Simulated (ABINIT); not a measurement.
# CdF2 (Fm-3m): G0W0 with ABINIT, start to end, part 2 of 3

How does a plane-wave GW calculation on CdF2 (Fm-3m) run from the first input to the gap?

ABINIT 10.8.3; PBE and many-body steps on it, plane waves. Known limits of the many-body steps: short of the basis limit; d shell near the gap, gap tends to lie low; no spin-orbit coupling; coarse k mesh.

So far. Step 2 (Ground state): The gap is indirect, with the least direct gap 0.48 eV higher.

## (3) Bands along the symmetry lines

Level of this step: DFT, PBE, plane waves, norm-conserving pseudopotentials (ABINIT).

Levels along a band path, at the cheap level, show where the edges lie and whether the meshes to come will hold them.

File run.abi:

```
acell 3*1.0 Angstrom
rprim 
  0.000000000000 2.694000000000 2.694000000000
  2.694000000000 -0.000000000000 2.694000000000
  2.694000000000 2.694000000000 -0.000000000000
ntypat 2
znucl 48 9
natom 3
typat 1 2 2
xred 
  0.000000000000 0.000000000000 0.000000000000
  0.250000000000 0.250000000000 0.250000000000
  0.750000000000 0.750000000000 0.750000000000
pp_dirpath "pseudos"
pseudos "Cd.upf, F.upf"
ecut 47
iscf -2
irdden 1
kptopt 0
nkpt 50
kpt 
  0.00000000 0.00000000 0.00000000
  0.06250000 0.00000000 0.06250000
  0.12500000 0.00000000 0.12500000
  0.18750000 0.00000000 0.18750000
  0.25000000 0.00000000 0.25000000
  0.31250000 0.00000000 0.31250000
  0.37500000 0.00000000 0.37500000
  0.43750000 0.00000000 0.43750000
  0.50000000 0.00000000 0.50000000
  0.51562500 0.03125000 0.51562500
  0.53125000 0.06250000 0.53125000
  0.54687500 0.09375000 0.54687500
  0.56250000 0.12500000 0.56250000
  0.57812500 0.15625000 0.57812500
  0.59375000 0.18750000 0.59375000
  0.60937500 0.21875000 0.60937500
  0.62500000 0.25000000 0.62500000
  0.37500000 0.37500000 0.75000000
  0.32812500 0.32812500 0.65625000
  0.28125000 0.28125000 0.56250000
  0.23437500 0.23437500 0.46875000
  0.18750000 0.18750000 0.37500000
  0.14062500 0.14062500 0.28125000
  0.09375000 0.09375000 0.18750000
  0.04687500 0.04687500 0.09375000
  0.00000000 0.00000000 0.00000000
  0.06250000 0.06250000 0.06250000
  0.12500000 0.12500000 0.12500000
  0.18750000 0.18750000 0.18750000
  0.25000000 0.25000000 0.25000000
  0.31250000 0.31250000 0.31250000
  0.37500000 0.37500000 0.37500000
  0.43750000 0.43750000 0.43750000
  0.50000000 0.50000000 0.50000000
  0.50000000 0.46875000 0.53125000
  0.50000000 0.43750000 0.56250000
  0.50000000 0.40625000 0.59375000
  0.50000000 0.37500000 0.62500000
  0.50000000 0.34375000 0.65625000
  0.50000000 0.31250000 0.68750000
  0.50000000 0.28125000 0.71875000
  0.50000000 0.25000000 0.75000000
  0.50000000 0.21875000 0.71875000
  0.50000000 0.18750000 0.68750000
  0.50000000 0.15625000 0.65625000
  0.50000000 0.12500000 0.62500000
  0.50000000 0.09375000 0.59375000
  0.50000000 0.06250000 0.56250000
  0.50000000 0.03125000 0.53125000
  0.50000000 0.00000000 0.50000000
istwfk *1
nband 24
nbdbuf 2
tolwfr 1e-08
nstep 40
prtwf 0
prtvol 0
indata_prefix "in"
outdata_prefix "out"
tmpdata_prefix "tmp"
```

Run with:

```bash
OMP_NUM_THREADS=1 mpirun -n 8 abinit run.abi > log
```

Standard output:

```text
.Version 10.8.3 of ABINIT. v10.8.2 released Aug 2026.

 Symmetries : space group Fm -3 m (#225); Bravais cF (face-center cubic)
[... echo of the input left out ...]
== DATASET  1 ==================================================================
-   mpi_nproc: 8, omp_nthreads: 1 (-1 if OMP is not activated)

--- !DatasetInfo
iteration_state: {dtset: 1, }
dimensions: {natom: 3, nkpt: 50, mband: 24, nsppol: 1, nspinor: 1, nspden: 1, mpw: 4092, }
cutoff_energies: {ecut:  47.0, pawecutdg:  -1.0, }
electrons: {nelect:   3.40000000E+01, charge:   0.00000000E+00, occopt:   1.00000000E+00, tsmear:   1.00000000E-02, }

 Real(R)+Recip(G) space primitive vectors, cartesian coordinates (Bohr,Bohr^-1):
 R(1)=  0.0000000  5.0909222  5.0909222  G(1)= -0.0982140  0.0982140  0.0982140
 R(2)=  5.0909222  0.0000000  5.0909222  G(2)=  0.0982140 -0.0982140  0.0982140
 R(3)=  5.0909222  5.0909222  0.0000000  G(3)=  0.0982140  0.0982140 -0.0982140
 Unit cell volume ucvol=  2.6388784E+02 bohr^3
 Angles (23,13,12)=  6.00000000E+01  6.00000000E+01  6.00000000E+01 degrees

 getcut: wavevector=  0.0000  0.0000  0.0000  ngfft=  48  48  48
         ecut(hartree)=     47.000   => boxcut(ratio)=   2.16031

--- Pseudopotential description ------------------------------------------------
- Cd Generated using ONCVPSP code by D. R. Hamann
- 48.00000  20.00000  171031                  znucl, zion, pspdat
12 -101130 2 -1 1368                          pspcod,pspxc,lmax,lloc,mmax
     nproj     2     2     2
  pspatm : epsatm=   23.16453630
         --- l  ekb(1:nproj) -->
             0   51.917189    3.534234
             1    8.636196    1.282240
             2    0.687672   -0.678465
 pspatm: atomic psp has been read  and splines computed

- F Generated using ONCVPSP code by D. R. Hamann
-  9.00000   7.00000  171031                  znucl, zion, pspdat
12 -101130 2 -1 832                           pspcod,pspxc,lmax,lloc,mmax
     nproj     2     2     1
  pspatm : epsatm=    4.87625608
         --- l  ekb(1:nproj) -->
[...]
2   -2.441503
 pspatm: atomic psp has been read  and splines computed

--------------------------------------------------------------------------------

================================================================================
 prteigrs : about to open file out_EIG
 Non-SCF case, kpt    1 (  0.00000  0.00000  0.00000), residuals and eigenvalues=
  3.62E-09  1.81E-09  3.35E-09  6.19E-09  2.01E-09  4.78E-09  2.07E-09  4.45E-09
  6.24E-09  5.89E-09  2.06E-09  4.32E-09  7.03E-09  6.90E-09  7.38E-09  5.66E-09
  4.69E-09  5.51E-09  1.30E-09  3.34E-09  6.62E-09  4.59E-09  1.26E-06  2.56E-06
 -3.5024E+00 -2.0727E+00 -2.0727E+00 -2.0727E+00 -6.4666E-01 -6.0621E-01
 -9.0304E-02 -9.0304E-02 -9.0304E-02 -4.6198E-02 -4.6198E-02  7.9483E-02
  7.9483E-02  7.9483E-02  9.7004E-02  9.7004E-02  9.7004E-02  2.3002E-01
[...]
Non-SCF case, kpt    2 (  0.06250  0.00000  0.06250), residuals and eigenvalues=
[...]
Non-SCF case, kpt    3 (  0.12500  0.00000  0.12500), residuals and eigenvalues=
[...]
Non-SCF case, kpt   49 (  0.50000  0.03125  0.53125), residuals and eigenvalues=
[...]
Non-SCF case, kpt   50 (  0.50000  0.00000  0.50000), residuals and eigenvalues=
[...]
7.1731E-03  7.1731E-03  9.6579E-02  1.1195E-01  1.1195E-01  4.1054E-01
  4.7198E-01  5.5489E-01  6.4064E-01  6.4064E-01  8.3174E-01  8.9012E-01

--- !ResultsGS
iteration_state: {dtset: 1, }
comment   : Summary of ground state results
lattice_vectors:
- [  0.0000000,   5.0909222,   5.0909222, ]
- [  5.0909222,  -0.0000000,   5.0909222, ]
- [  5.0909222,   5.0909222,  -0.0000000, ]
lattice_lengths: [   7.19965,    7.19965,    7.19965, ]
lattice_angles: [ 60.000,  60.000,  60.000, ] # degrees, (23, 13, 12)
lattice_volume:   2.6388784E+02
convergence: {deltae:  0.000E+00, res2:  0.000E+00, residm:  9.995E-09, diffor:  0.000E+00, }
etotal    :  -2.24713089E+02
entropy   :   0.00000000E+00
fermie    :   1.14494563E-01
cartesian_stress_tensor: null
pressure_GPa: null
xred      :
- [  0.0000E+00,   0.0000E+00,   0.0000E+00, Cd]
- [  2.5000E-01,   2.5000E-01,   2.5000E-01,  F]
- [  7.5000E-01,   7.5000E-01,   7.5000E-01,  F]
cartesian_forces: null
force_length_stats: {min: null, max: null, mean: null, }

 Integrated electronic density in atomic spheres:
 ------------------------------------------------
 Atom  Sphere_radius  Integrated_density
[...]
================================================================================

 ----iterations are completed or convergence reached----

 Mean square residual over all n,k,spin=   43.580E-10; max=  99.950E-10
 reduced coordinates (array xred) for    3 atoms
[...]
0.250000      0.250000      0.250000
       0.750000      0.750000      0.750000

 cartesian coordinates (angstrom) at end:
    1      0.000000     0.000000     0.000000
    2      1.347000     1.347000     1.347000
    3      4.041000     4.041000     4.041000
 length scales=  1.889726  1.889726  1.889726 bohr
              =  1.000000  1.000000  1.000000 angstroms
 prteigrs : about to open file out_EIG
 Eigenvalues (hartree) for nkpt=  50  k points:
 kpt#   1, nband= 24, wtk=  1.00000, kpt=  0.0000  0.0000  0.0000 (reduced coord)
[...]
kpt#   2, nband= 24, wtk=  1.00000, kpt=  0.0625  0.0000  0.0625 (reduced coord)
[...]
kpt#   3, nband= 24, wtk=  1.00000, kpt=  0.1250  0.0000  0.1250 (reduced coord)
[...]
kpt#  49, nband= 24, wtk=  1.00000, kpt=  0.5000  0.0313  0.5313 (reduced coord)
[...]
kpt#  50, nband= 24, wtk=  1.00000, kpt=  0.5000  0.0000  0.5000 (reduced coord)
[...]
-0.05535   -0.04199   -0.03565    0.00218    0.00717    0.00717    0.09658    0.11195
   0.11195    0.41054    0.47198    0.55489    0.64064    0.64064    0.83174    0.89012

== END DATASET(S) ==============================================================
================================================================================

 -outvars: echo values of variables after computation  --------
            nband          24
             nkpt          50
          spgroup         225
 [... the other variables as echoed above ...]

 Calculation completed.
```

It took 14 s on 8 MPI ranks of Arm Neoverse V1, shared host; peak memory 0.58 GiB; 1.8 min of CPU time.

This step gave:

```yaml
gap: 3.124 eV
k_of_the_valence_top: 0.5, 0.25, 0.75
k_of_the_conduction_bottom: 0, 0, 0
least_direct_gap: 3.620 eV
```

The gap is 3.124 eV, −0.020 eV from the run before at this level.

Electronic bands along the path, in eV, zero at the top of the highest filled band:

```
    point  band 14  band 15  band 16  band 17  band 18  band 19  band 20  band 21
        Γ    -0.97    -0.50    -0.50    -0.50     3.12    12.74    12.74    12.74
  halfway    -1.83    -0.50    -0.31    -0.31     5.33    10.70    13.59    13.59
        X    -2.94    -0.51    -0.09    -0.09     8.04     9.71    11.96    14.30
  halfway    -2.67    -0.56    -0.23    -0.12     8.05    10.01    11.76    14.25
        U    -2.30    -0.95    -0.35    -0.20     7.99    10.79    11.16    14.50
jump to K    -2.30    -0.95    -0.35    -0.20     7.99    10.79    11.16    14.50
  halfway    -1.42    -1.14    -0.44    -0.41     5.62    10.69    13.12    14.00
        Γ    -0.97    -0.50    -0.50    -0.50     3.12    12.74    12.74    12.74
  halfway    -1.36    -1.12    -0.45    -0.45     4.99    10.84    13.56    13.56
        L    -1.83    -1.83    -0.39    -0.39     7.20     9.18    14.53    14.53
  halfway    -1.85    -1.49    -0.47    -0.24     7.58     9.86    12.99    13.97
        W    -1.52    -1.52    -0.60     0.00     8.10    11.53    11.72    11.72
  halfway    -2.48    -0.56    -0.53    -0.04     8.07    10.29    11.71    13.39
        X    -2.94    -0.51    -0.09    -0.09     8.04     9.71    11.96    14.30
```

The electronic bands as a text plot (rows in eV, shown from -4.8 to 9.1 only):

```
    8.8 |
    8.3 |            ++++++                              ++++++++
    7.7 |          ++      +                         ++++
    7.1 |         +         ++                  +++++
    6.5 |                     ++               +
    5.9 |       ++                           ++
    5.4 |     ++                +
    4.8 |    +                   ++         +
    4.2 |                          ++      +
    3.6 |  ++                        +   ++
    3.1 |++                           +++
    2.5 |
    1.9 |
    1.3 |
    0.7 |
    0.2 |          *****                                *********
   -0.4 |********************************************************
   -1.0 |****            **     *************              **
   -1.6 |  *****           **********    *******************
   -2.2 |    *****       *****   **         *   ********    *
   -2.7 |       ***********     *            ********   *********
   -3.3 |          *************                     ************
   -3.9 |          ****                          ****          **
   -4.5 |********************************************************
         Γ           X  U|K            Γ         L        W     X
```

## (4) Empty states on the mesh, 4×4×4 mesh, 50 bands

The sums over transitions need many empty states on a uniform mesh; this step solves for them.

File run.abi:

```
acell 3*1.0 Angstrom
rprim 
  0.000000000000 2.694000000000 2.694000000000
  2.694000000000 -0.000000000000 2.694000000000
  2.694000000000 2.694000000000 -0.000000000000
ntypat 2
znucl 48 9
natom 3
typat 1 2 2
xred 
  0.000000000000 0.000000000000 0.000000000000
  0.250000000000 0.250000000000 0.250000000000
  0.750000000000 0.750000000000 0.750000000000
pp_dirpath "pseudos"
pseudos "Cd.upf, F.upf"
ecut 47
ngkpt 4 4 4
nshiftk 1
shiftk 0 0 0
kptopt 1
chksymbreak 0
iscf -2
irdden 1
istwfk *1
nband 50
nbdbuf 4
tolwfr 1e-09
nstep 60
prtvol 0
indata_prefix "in"
outdata_prefix "out"
tmpdata_prefix "tmp"
```

Standard output:

```text
.Version 10.8.3 of ABINIT. v10.8.2 released Aug 2026.

 Symmetries : space group Fm -3 m (#225); Bravais cF (face-center cubic)
[... echo of the input left out ...]
== DATASET  1 ==================================================================
-   mpi_nproc: 8, omp_nthreads: 1 (-1 if OMP is not activated)

--- !DatasetInfo
iteration_state: {dtset: 1, }
dimensions: {natom: 3, nkpt: 8, mband: 50, nsppol: 1, nspinor: 1, nspden: 1, mpw: 4092, }
cutoff_energies: {ecut:  47.0, pawecutdg:  -1.0, }
electrons: {nelect:   3.40000000E+01, charge:   0.00000000E+00, occopt:   1.00000000E+00, tsmear:   1.00000000E-02, }

 Real(R)+Recip(G) space primitive vectors, cartesian coordinates (Bohr,Bohr^-1):
 R(1)=  0.0000000  5.0909222  5.0909222  G(1)= -0.0982140  0.0982140  0.0982140
 R(2)=  5.0909222  0.0000000  5.0909222  G(2)=  0.0982140 -0.0982140  0.0982140
 R(3)=  5.0909222  5.0909222  0.0000000  G(3)=  0.0982140  0.0982140 -0.0982140
 Unit cell volume ucvol=  2.6388784E+02 bohr^3
 Angles (23,13,12)=  6.00000000E+01  6.00000000E+01  6.00000000E+01 degrees

 getcut: wavevector=  0.0000  0.0000  0.0000  ngfft=  48  48  48
         ecut(hartree)=     47.000   => boxcut(ratio)=   2.16031

--- Pseudopotential description ------------------------------------------------
- Cd Generated using ONCVPSP code by D. R. Hamann
- 48.00000  20.00000  171031                  znucl, zion, pspdat
12 -101130 2 -1 1368                          pspcod,pspxc,lmax,lloc,mmax
     nproj     2     2     2
  pspatm : epsatm=   23.16453630
         --- l  ekb(1:nproj) -->
             0   51.917189    3.534234
             1    8.636196    1.282240
             2    0.687672   -0.678465
 pspatm: atomic psp has been read  and splines computed

- F Generated using ONCVPSP code by D. R. Hamann
-  9.00000   7.00000  171031                  znucl, zion, pspdat
12 -101130 2 -1 832                           pspcod,pspxc,lmax,lloc,mmax
     nproj     2     2     1
  pspatm : epsatm=    4.87625608
         --- l  ekb(1:nproj) -->
[...]
2   -2.441503
 pspatm: atomic psp has been read  and splines computed

--------------------------------------------------------------------------------

================================================================================
 prteigrs : about to open file out_EIG
 Non-SCF case, kpt    1 (  0.00000  0.00000  0.00000), residuals and eigenvalues=
  2.26E-10  5.30E-10  8.80E-10  8.89E-10  7.92E-10  6.34E-10  1.84E-10  1.54E-10
  8.56E-10  2.03E-10  2.39E-10  2.20E-10  1.45E-10  5.38E-10  2.08E-10  1.59E-10
  7.06E-10  6.54E-10  7.78E-11  2.16E-10  2.40E-10  7.73E-10  2.51E-10  2.92E-10
[...]
3.03E-05  4.72E-05
 -3.5024E+00 -2.0727E+00 -2.0727E+00 -2.0727E+00 -6.4666E-01 -6.0621E-01
 -9.0304E-02 -9.0304E-02 -9.0304E-02 -4.6198E-02 -4.6198E-02  7.9483E-02
  7.9483E-02  7.9483E-02  9.7004E-02  9.7004E-02  9.7004E-02  2.3002E-01
[...]
1.4981E+00  1.4981E+00  1.5520E+00  1.5520E+00  1.7228E+00  1.7228E+00
  1.7228E+00  1.8531E+00  1.8531E+00  1.9818E+00  1.9818E+00  1.9818E+00
  2.0088E+00  2.0109E+00
 prteigrs : prtvol=0 or 1, do not print more k-points.

--- !ResultsGS
iteration_state: {dtset: 1, }
comment   : Summary of ground state results
lattice_vectors:
- [  0.0000000,   5.0909222,   5.0909222, ]
- [  5.0909222,  -0.0000000,   5.0909222, ]
- [  5.0909222,   5.0909222,  -0.0000000, ]
lattice_lengths: [   7.19965,    7.19965,    7.19965, ]
lattice_angles: [ 60.000,  60.000,  60.000, ] # degrees, (23, 13, 12)
lattice_volume:   2.6388784E+02
convergence: {deltae:  0.000E+00, res2:  0.000E+00, residm:  9.748E-10, diffor:  0.000E+00, }
etotal    :  -2.24713089E+02
entropy   :   0.00000000E+00
fermie    :   1.14494563E-01
cartesian_stress_tensor: null
pressure_GPa: null
xred      :
- [  0.0000E+00,   0.0000E+00,   0.0000E+00, Cd]
- [  2.5000E-01,   2.5000E-01,   2.5000E-01,  F]
- [  7.5000E-01,   7.5000E-01,   7.5000E-01,  F]
cartesian_forces: null
force_length_stats: {min: null, max: null, mean: null, }

 Integrated electronic density in atomic spheres:
 ------------------------------------------------
 Atom  Sphere_radius  Integrated_density
[...]
================================================================================

 ----iterations are completed or convergence reached----

 Mean square residual over all n,k,spin=   44.191E-11; max=  97.479E-11
 reduced coordinates (array xred) for    3 atoms
[...]
0.250000      0.250000      0.250000
       0.750000      0.750000      0.750000

 cartesian coordinates (angstrom) at end:
    1      0.000000     0.000000     0.000000
    2      1.347000     1.347000     1.347000
    3      4.041000     4.041000     4.041000
 length scales=  1.889726  1.889726  1.889726 bohr
              =  1.000000  1.000000  1.000000 angstroms
 prteigrs : about to open file out_EIG
 Eigenvalues (hartree) for nkpt=   8  k points:
 kpt#   1, nband= 50, wtk=  0.01563, kpt=  0.0000  0.0000  0.0000 (reduced coord)
[...]
1.38204    1.38204    1.42533    1.49812    1.49812    1.49812    1.55198    1.55198
   1.72280    1.72280    1.72280    1.85308    1.85308    1.98185    1.98185    1.98185
   2.00883    2.01089
 prteigrs : prtvol=0 or 1, do not print more k-points.

== END DATASET(S) ==============================================================
================================================================================

 -outvars: echo values of variables after computation  --------
            nband          50
             nkpt           8
          spgroup         225
 [... the other variables as echoed above ...]

 Calculation completed.
```

Elapsed: 8.4 s, on 8 MPI ranks; peak memory 0.54 GiB.

Read from the output:

```
gap                                                           : 3.124 eV
k of the valence top                                          : -0.25, 0.5, 0.25
k of the conduction bottom                                    : 0, 0, 0
least direct gap                                              : 3.620 eV
k points computed                                             : 8
lowest point of the top converged band, above the valence top : 45.67 eV
```

On this mesh the gap is 3.124 eV.

(Continued in part 3 of 3.)

[Long decimals in the printed logs are rounded to 6 places.]

[Logs are printed without paths, hosts, clocks, repeated set-up lines and the standing remarks that a program may print on its own settings, such as how far it seeks lower states.]

[Paths, hosts, dates, memory and timing lines, banners, echoed tables and standing remarks are left out of the program output; an Ansatz launch command may be rebuilt from the run's recorded settings. Measured values are a selection of at most five: reports struck by readers or far from the other reports are left out. None is set beside runs whose start may be inverted or whose files or cutoffs have a known fault.]

[Runs of the session that timed out or met a known fault of the program may be left out.]

[Hosts, paths, dates, database ids (printed as entryN), source tags and the programs' standing remarks are cut or masked in the printed files.]

[G0W0 gaps are taken among the corrected bands and points alone; a level outside them can change the order at an edge.]

[Where Ansatz stands beside ABINIT at settings called matched, ABINIT's density can come from a denser mesh and the files from another edition; pairs whose starting gaps differed by over 0.03 eV were left out, so agreement reads better than it is.]
